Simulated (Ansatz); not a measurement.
# Resistivity from frozen vibrations: Mo(100) with 4 thermally displaced layers, 2x2

How much do lattice vibrations at 500 K scatter the electrons of Mo? Layers with random displacements are laid between perfect leads, and the resistance is followed against their length. The measured value for the pure metal at this temperature is 10.6 µΩ cm (CRC Handbook of Chemistry and Physics, 84th ed., 2003, Electrical Resistivity of Pure Metals).

Main program and level: Ansatz 0.2.0; Ansatz plane-wave DFT, PBE, PAW files; ballistic transport by layer matching (Landauer), zero bias; PAW set soft_1.

This is a report of a sequence of runs, with most program output left out.

## Step 1: The starting structure

The cell holds 56 atoms: 56 Mo. Its edges and angles: a = 6.294 Å, b = 6.294 Å, c = 22.029 Å, α = 90.0°, β = 90.0°, γ = 90.0°. It derives from Mo. Regions: lead, 40 atoms (40 Mo); scattering region, 16 atoms (16 Mo). The structure is stacked along c, and the current runs across the ab planes.

## Step 2: With 4 displaced layers

Each atom of 4 layers is moved at random, by amounts drawn from a normal law 0.0619 Å wide in each direction from the Debye model (450 K) at 500 K. The layers about the cell's end stay perfect and serve as the lead. Disorder leaves little or no symmetry, which makes such runs dear. Energies from -0.05 to 0.05 eV in steps of 0.05 eV are too few for the program's thermal sum, so it prints no conductance; for a metal the transmission near the Fermi level serves, at a fraction of the cost.

Input file input.yaml:

```yaml
crystal:
  lattice:
    - [6.294, 0.0, 0.0]
    - [0.0, 6.294, 0.0]
    - [0.0, 0.0, 22.029]
  atoms:
    - { symbol: Mo, position: [0.0, 0.0, 0.0357142857] }
    - { symbol: Mo, position: [0.0, 0.5, 0.0357142857] }
    - { symbol: Mo, position: [0.5, 0.0, 0.0357142857] }
    - { symbol: Mo, position: [0.5, 0.5, 0.0357142857] }
    - { symbol: Mo, position: [0.25, 0.25, 0.1071428571] }
    - { symbol: Mo, position: [0.25, 0.75, 0.1071428571] }
    - { symbol: Mo, position: [0.75, 0.25, 0.1071428571] }
    - { symbol: Mo, position: [0.75, 0.75, 0.1071428571] }
[... 44 atom lines left out ...]
    - { symbol: Mo, position: [0.25, 0.25, 0.9642857143] }
    - { symbol: Mo, position: [0.25, 0.75, 0.9642857143] }
    - { symbol: Mo, position: [0.75, 0.25, 0.9642857143] }
    - { symbol: Mo, position: [0.75, 0.75, 0.9642857143] }
kpoints:
  mp_grid: { grid: [4, 4, 1] }
hamiltonian:
  xc: pbe
  pseudopotentials: { kind: paw, azcp: { folder: soft_1 } }
scf:
  occupations: { method: fermi_dirac, width: 0.1 }
output:
  transmission: { leads: [[0, 4]], kmesh: [8, 8], e_range: [-0.05, 0.05], de: 0.05 }
  write_potential: true
  write_density: true
  volumetric_format: npy
  elf: true
```

Run with:

```console
$ ansatz run input.yaml --threads 4 --pin off --max-ram 15360MiB --backend cpu --events-out ev --progress --plain --runs-dir out
```

Run time: 13 min. Hardware: 4 threads of Arm Neoverse V1, shared host; peak memory 7.7 GiB.

Numbers from this step:

```yaml
free_energy: -277538.5147 eV
energy_at_zero_smearing: -277537.8041 eV
fermi_energy: 21.18 eV
cell_area: 39.61 Å²
transmission_per_spin_nearest_the_fermi_level: 6.086
open_channels_per_spin_nearest_the_fermi_level: 6.781
step_of_the_lead_s_potential: 1.5 meV
```

Per spin. Table of transmission, zone mean by energy, zero at the Fermi level:

```tsv
energy (eV)	transmission, zone mean
-0.0500	5.94
0.0000	6.09
0.0500	6.19
```

Per spin. The open channels, zone mean, lead by energy, zero at the Fermi level:

```tsv
energy (eV)	open channels, zone mean, lead
-0.0500	6.59
0.0000	6.78
0.0500	6.84
```

Transmission over k1 and k2. At 0.0000 eV from the Fermi level.

Values, 8 rows by 8 columns:
```
 0.0  1.0  1.9  4.8  6.6  4.8  2.0  1.0
 3.8  2.0  4.7 10.1 12.3 10.2  4.9  2.0
 3.9  4.8 10.0 12.5 13.1 12.8 10.4  4.9
 3.8  6.6 12.9 13.1 13.4 13.1 12.9  6.6
 3.9  4.9 10.4 12.8 13.1 12.5 10.0  4.8
 3.8  2.0  4.9 10.2 12.3 10.1  4.7  2.0
 0.0  1.0  2.0  4.8  6.6  4.8  1.9  1.0
 0.0  0.0  3.6  3.9  3.4  3.9  3.6  0.0
```
Columns: k1 (b1) from -0.5 to 0.375; rows upwards: k2 (b2) from -0.5 to 0.375.

Open channels over k1 and k2. At 0.0000 eV from the Fermi level.

Values, 8 rows by 8 columns:
```
 0.0  1.0  2.0  5.0  7.0  5.0  2.0  1.0
 4.0  2.0  6.0 12.0 15.0 12.0  6.0  2.0
 4.0  5.0 12.0 14.0 14.0 14.0 12.0  5.0
 4.0  7.0 15.0 14.0 14.0 14.0 15.0  7.0
 4.0  5.0 12.0 14.0 14.0 14.0 12.0  5.0
 4.0  2.0  6.0 12.0 15.0 12.0  6.0  2.0
 0.0  1.0  2.0  5.0  7.0  5.0  2.0  1.0
 0.0  0.0  4.0  4.0  4.0  4.0  4.0  0.0
```
Columns: k1 (b1) from -0.5 to 0.375; rows upwards: k2 (b2) from -0.5 to 0.375.

Valence density in the ca plane at fractional y = 0.000, with atoms of Mo within 0.2 Å of it. It is the smooth field of the valence electrons, not physical close to the nuclei.

Ten even steps from '0' (0.2 e/Å³) to '9' (7.0 e/Å³), each cell a mean:
```
15884000016973000048961000048851000159830000
01331000002331000024530000013310000023310000
00000000000000000001100000000000000000000000
00000000000000000000000000000000000000000000
00000000000000000000000000000000000000000000
00000000000000000000000000000000000000000000
02331000002431000002420000014420000024310000
15884000016973000027972000048961000159830000
16995000027983000038982000049961000169940000
03663000014652000015651000025530000036620000
00110000001110000001110000001100000001100000
00000000000000000000000000000000000000000000
00000000000000000000000000000000000000000000
00000000000000000000000000000000000000000000
00110000001110000000000000001100000001100000
03663000014752000014530000036630000146620000
16995000027983000048961000059961000169940000
```
Columns run along c (16.0 Å, from fractional 0.14 to 0.86 of the cell), rows up along a (6.3 Å). Atoms in or near the plane, at fractional coordinates: Mo at (0.18, 0.00), Mo at (0.18, 0.50), Mo at (0.32, 0.00), Mo at (0.32, 0.50), Mo at (0.46, 0.98), Mo at (0.47, 0.50), Mo at (0.61, 0.00), Mo at (0.61, 0.51), Mo at (0.75, 0.00), Mo at (0.75, 0.50).

ELF in the ca plane at fractional y = 0.000, with atoms of Mo within 0.2 Å of it. It is the smooth field of the valence electrons, not physical close to the nuclei.

Ten even steps from '0' (0.17) to '9' (0.70), each cell a mean:
```
29888113049797122188693031189893030398981230
15774135226773144158982243147751352257741452
21001355421001355322222454310012454210013554
53224544453124444542124434542245434532245445
53224544443124533543235544531135444531245445
21001355421012344321112455311112454210013554
15775135226773144136762254158862252267741442
29888113049797023069795032188793030398981130
39669112059587012068596021187694030495781120
28997124139995134159994143169972141289961341
12332245312332355313332354212211453123322453
42002444431013444431013444421124444420024444
54334543454235533453345434543345434542355435
42002444431013444431124444420014444410024444
12332245313432255211112454224421453124322453
28997124139995133158872242179982141289961241
39669112059487021188693031196693030495781120
```
Columns run along c (16.0 Å, from fractional 0.14 to 0.86 of the cell), rows up along a (6.3 Å). Atoms in or near the plane, at fractional coordinates: Mo at (0.18, 0.00), Mo at (0.18, 0.50), Mo at (0.32, 0.00), Mo at (0.32, 0.50), Mo at (0.46, 0.98), Mo at (0.47, 0.50), Mo at (0.61, 0.00), Mo at (0.61, 0.51), Mo at (0.75, 0.00), Mo at (0.75, 0.50).

Electrostatic potential energy in the ca plane at fractional y = 0.000, with atoms of Mo within 0.2 Å of it. With pseudopotentials it is smooth inside the atoms' cores, unlike the true potential.

Values in eV, 9 rows by 16 columns, each cell a mean:
```
-17 -24  20  -7 -32  16  -4 -42  11  11 -35   3  16 -32  -6  19
 16  15  22  18  14  21  17   7  20  21  13  20  21  13  18  22
 19  19  22  20  18  21  21  17  21  21  16  20  22  18  20  22
 -9 -15  20   0 -21  18   9 -25  13  14 -29   4  18 -22   0  20
-29 -37  18 -17 -46  14  -2 -51   4   8 -49  -6  13 -46 -16  18
  2  -2  21   8  -6  20  14 -10  16  19  -4  14  20  -7   9  21
 21  21  22  21  20  21  22  21  21  22  21  22  22  20  21  22
 10   7  21  13   4  21  18   9  20  19   1  17  21   4  14  21
-25 -33  19 -14 -42  15  -3 -40  12   7 -47  -2  14 -42 -13  18
```
Columns run along c (16.0 Å, from fractional 0.14 to 0.86 of the cell; values clipped at the 3rd and 97th percentile), rows up along a (6.3 Å). Atoms in or near the plane, at fractional coordinates: Mo at (0.18, 0.00), Mo at (0.18, 0.50), Mo at (0.32, 0.00), Mo at (0.32, 0.50), Mo at (0.46, 0.98), Mo at (0.47, 0.50), Mo at (0.61, 0.00), Mo at (0.61, 0.51), Mo at (0.75, 0.00), Mo at (0.75, 0.50).

Over the solved energies the transmission per spin lies between 5.94 and 6.19, out of 6.74 channels of the lead on average (up to 6.84).

## Step 3: With 8 displaced layers

Each atom of 8 layers is moved at random, by amounts drawn from a normal law 0.0619 Å wide in each direction from the Debye model (450 K) at 500 K. A fresh draw is used; the growth of the resistance with length is what counts.

System of this step: Mo(100) with 8 thermally displaced layers, 2x2. The cell holds 72 atoms: 72 Mo. Its edges and angles: a = 6.294 Å, b = 6.294 Å, c = 28.323 Å, α = 90.0°, β = 90.0°, γ = 90.0°. It derives from Mo. Regions: lead, 40 atoms (40 Mo); scattering region, 32 atoms (32 Mo). The structure is stacked along c, and the current runs across the ab planes.

Input file input.yaml:

```yaml
crystal:
  lattice:
    - [6.294, 0.0, 0.0]
    - [0.0, 6.294, 0.0]
    - [0.0, 0.0, 28.323]
  atoms:
    - { symbol: Mo, position: [0.0, 0.0, 0.0277777778] }
    - { symbol: Mo, position: [0.0, 0.5, 0.0277777778] }
    - { symbol: Mo, position: [0.5, 0.0, 0.0277777778] }
    - { symbol: Mo, position: [0.5, 0.5, 0.0277777778] }
    - { symbol: Mo, position: [0.25, 0.25, 0.0833333333] }
    - { symbol: Mo, position: [0.25, 0.75, 0.0833333333] }
    - { symbol: Mo, position: [0.75, 0.25, 0.0833333333] }
    - { symbol: Mo, position: [0.75, 0.75, 0.0833333333] }
[... 60 atom lines left out ...]
    - { symbol: Mo, position: [0.25, 0.25, 0.9722222222] }
    - { symbol: Mo, position: [0.25, 0.75, 0.9722222222] }
    - { symbol: Mo, position: [0.75, 0.25, 0.9722222222] }
    - { symbol: Mo, position: [0.75, 0.75, 0.9722222222] }
kpoints:
  mp_grid: { grid: [4, 4, 1] }
hamiltonian:
  xc: pbe
  pseudopotentials: { kind: paw, azcp: { folder: soft_1 } }
scf:
  occupations: { method: fermi_dirac, width: 0.1 }
output:
  transmission: { leads: [[0, 4]], kmesh: [8, 8], e_range: [-0.05, 0.05], de: 0.05 }
  write_potential: true
  write_density: true
  volumetric_format: npy
```

It took 19 min on 4 threads; peak memory 8 GiB.

This step gave:

```
free energy                                    : -356834.4167 eV
energy at zero smearing                        : -356833.5858 eV
Fermi energy                                   : 21.10 eV
transmission per spin nearest the Fermi level  : 5.253
open channels per spin nearest the Fermi level : 6.594
step of the lead's potential                   : 4.3 meV
```

Per spin. Transmission, zone mean against energy, zero at the Fermi level:

```tsv
energy (eV)	transmission, zone mean
-0.0500	5.30
0.0000	5.25
0.0500	5.25
```

Over the solved energies the transmission per spin lies between 5.25 and 5.30, out of 6.64 channels of the lead on average (up to 6.66).

## Step 4: With 12 displaced layers

Each atom of 12 layers is moved at random, by amounts drawn from a normal law 0.0619 Å wide in each direction from the Debye model (450 K) at 500 K. A fresh draw is used; the growth of the resistance with length is what counts.

System of this step: Mo(100) with 12 thermally displaced layers, 2x2. The cell holds 88 atoms: 88 Mo. Its edges and angles: a = 6.294 Å, b = 6.294 Å, c = 34.617 Å, α = 90.0°, β = 90.0°, γ = 90.0°. It derives from Mo. Regions: lead, 40 atoms (40 Mo); scattering region, 48 atoms (48 Mo). The structure is stacked along c, and the current runs across the ab planes.

Input file input.yaml:

```yaml
crystal:
  lattice:
    - [6.294, 0.0, 0.0]
    - [0.0, 6.294, 0.0]
    - [0.0, 0.0, 34.617]
  atoms:
    - { symbol: Mo, position: [0.0, 0.0, 0.0227272727] }
    - { symbol: Mo, position: [0.0, 0.5, 0.0227272727] }
    - { symbol: Mo, position: [0.5, 0.0, 0.0227272727] }
    - { symbol: Mo, position: [0.5, 0.5, 0.0227272727] }
    - { symbol: Mo, position: [0.25, 0.25, 0.0681818182] }
    - { symbol: Mo, position: [0.25, 0.75, 0.0681818182] }
    - { symbol: Mo, position: [0.75, 0.25, 0.0681818182] }
    - { symbol: Mo, position: [0.75, 0.75, 0.0681818182] }
[... 76 atom lines left out ...]
    - { symbol: Mo, position: [0.25, 0.25, 0.9772727273] }
    - { symbol: Mo, position: [0.25, 0.75, 0.9772727273] }
    - { symbol: Mo, position: [0.75, 0.25, 0.9772727273] }
    - { symbol: Mo, position: [0.75, 0.75, 0.9772727273] }
kpoints:
  mp_grid: { grid: [4, 4, 1] }
hamiltonian:
  xc: pbe
  pseudopotentials: { kind: paw, azcp: { folder: soft_1 } }
scf:
  occupations: { method: fermi_dirac, width: 0.1 }
output:
  transmission: { leads: [[0, 4]], kmesh: [8, 8], e_range: [-0.05, 0.05], de: 0.05 }
  write_potential: true
  write_density: true
  volumetric_format: npy
```

The job ended after 28 min (4 threads; peak memory 8.2 GiB).

This step gave:

```
free energy                                   : -436129.2919 eV
energy at zero smearing                       : -436128.2046 eV
Fermi energy                                  : 21.13 eV
transmission per spin nearest the Fermi level : 4.486
step of the lead's potential                  : 4.7 meV
```

Per spin. Table of transmission, zone mean by energy, zero at the Fermi level:

```tsv
energy (eV)	transmission, zone mean
-0.0500	4.44
0.0000	4.49
0.0500	4.53
```

Over the solved energies the transmission per spin lies between 4.44 and 4.53, out of 6.64 channels of the lead on average (up to 6.78).

## Step 5: Resistance against length

This step: Ansatz plane-wave DFT, PBE, PAW files; ballistic transport by layer matching (Landauer), zero bias; resistivity from the slope of the area resistance; PAW set soft_1 (Ansatz 0.2.0).

Numbers from this step:

| Property | Result |
| --- | --- |
| resistivity | 22.72 µΩ cm |
| intercept | -0.06827 fΩ m² |
| scatter about the fit | 0.01264 fΩ m² |

Resistance, by row:

```tsv
run	length (Å)	T	channels N	RA (fΩ m²)
n4	6.294	6.07	6.74	0.08367
n8	12.59	5.269	6.635	0.1999
n12	18.88	4.484	6.635	0.3697
```

The area resistance by length of the displaced region:

```tsv
length of the displaced region (Å)	area resistance (fΩ m²)
6.29	0.0837
12.59	0.200
18.88	0.370
```

The area resistance goes from 0.084 to 0.37 fΩ m² between 6.3 and 18.9 Å, a slope of 23 µΩ cm.

By hand from the end points: (0.3697 − 0.08367) fΩ m² / (18.88 − 6.29) Å = 23 µΩ cm, since 1 fΩ m² per Å is 1000 µΩ cm.

## Step 6: Summary of results

| Property | Result |
| --- | --- |
| resistivity from the slope | 22.7 µΩ cm |
| area resistance over 6.29 Å | 0.0837 fΩ m² |
| area resistance over 12.6 Å | 0.200 fΩ m² |
| area resistance over 18.9 Å | 0.370 fΩ m² |

**Reading.** The slope gives 23 µΩ cm. The points scatter by 0.013 fΩ m² about the line, with one random draw a length in a 2x2 cell, so the slope is a rough value. The mean square of the displacements drawn is 0.78, 0.91 and 1.0 of the nominal one at the three lengths; with each resistance scaled back by that, the slope is 20 µΩ cm, the value used below. The lead's own channel count moves between the runs (6.74, 6.64 and 6.64), which shifts RA and the slope too. Read with a model of isotropic scattering on a spherical Fermi surface and the lead's 1.3×10¹⁵ S/m², this slope means a mean free path near 30 Å; over these lengths the model's slope is 1.07 times its bulk resistivity, which would be 19 µΩ cm. Uncorrelated displacements put too much weight on short waves, which scatter strongly; with the sideways repeat of a small cell, one draw and three short lengths, the method is good to a factor of two or three. The measured value is 10.6 µΩ cm (CRC Handbook of Chemistry and Physics, 84th ed., 2003, Electrical Resistivity of Pure Metals); the scaled slope is 1.9 times that and the corrected value 1.8: clearly high.

[Logs are printed without paths, hosts, clocks, repeated set-up lines and the standing remarks that a program may print on its own settings, such as how far it seeks lower states.]

[Hosts, paths, dates, database ids (printed as entryN), source tags and the programs' standing remarks are cut or masked in the printed files.]
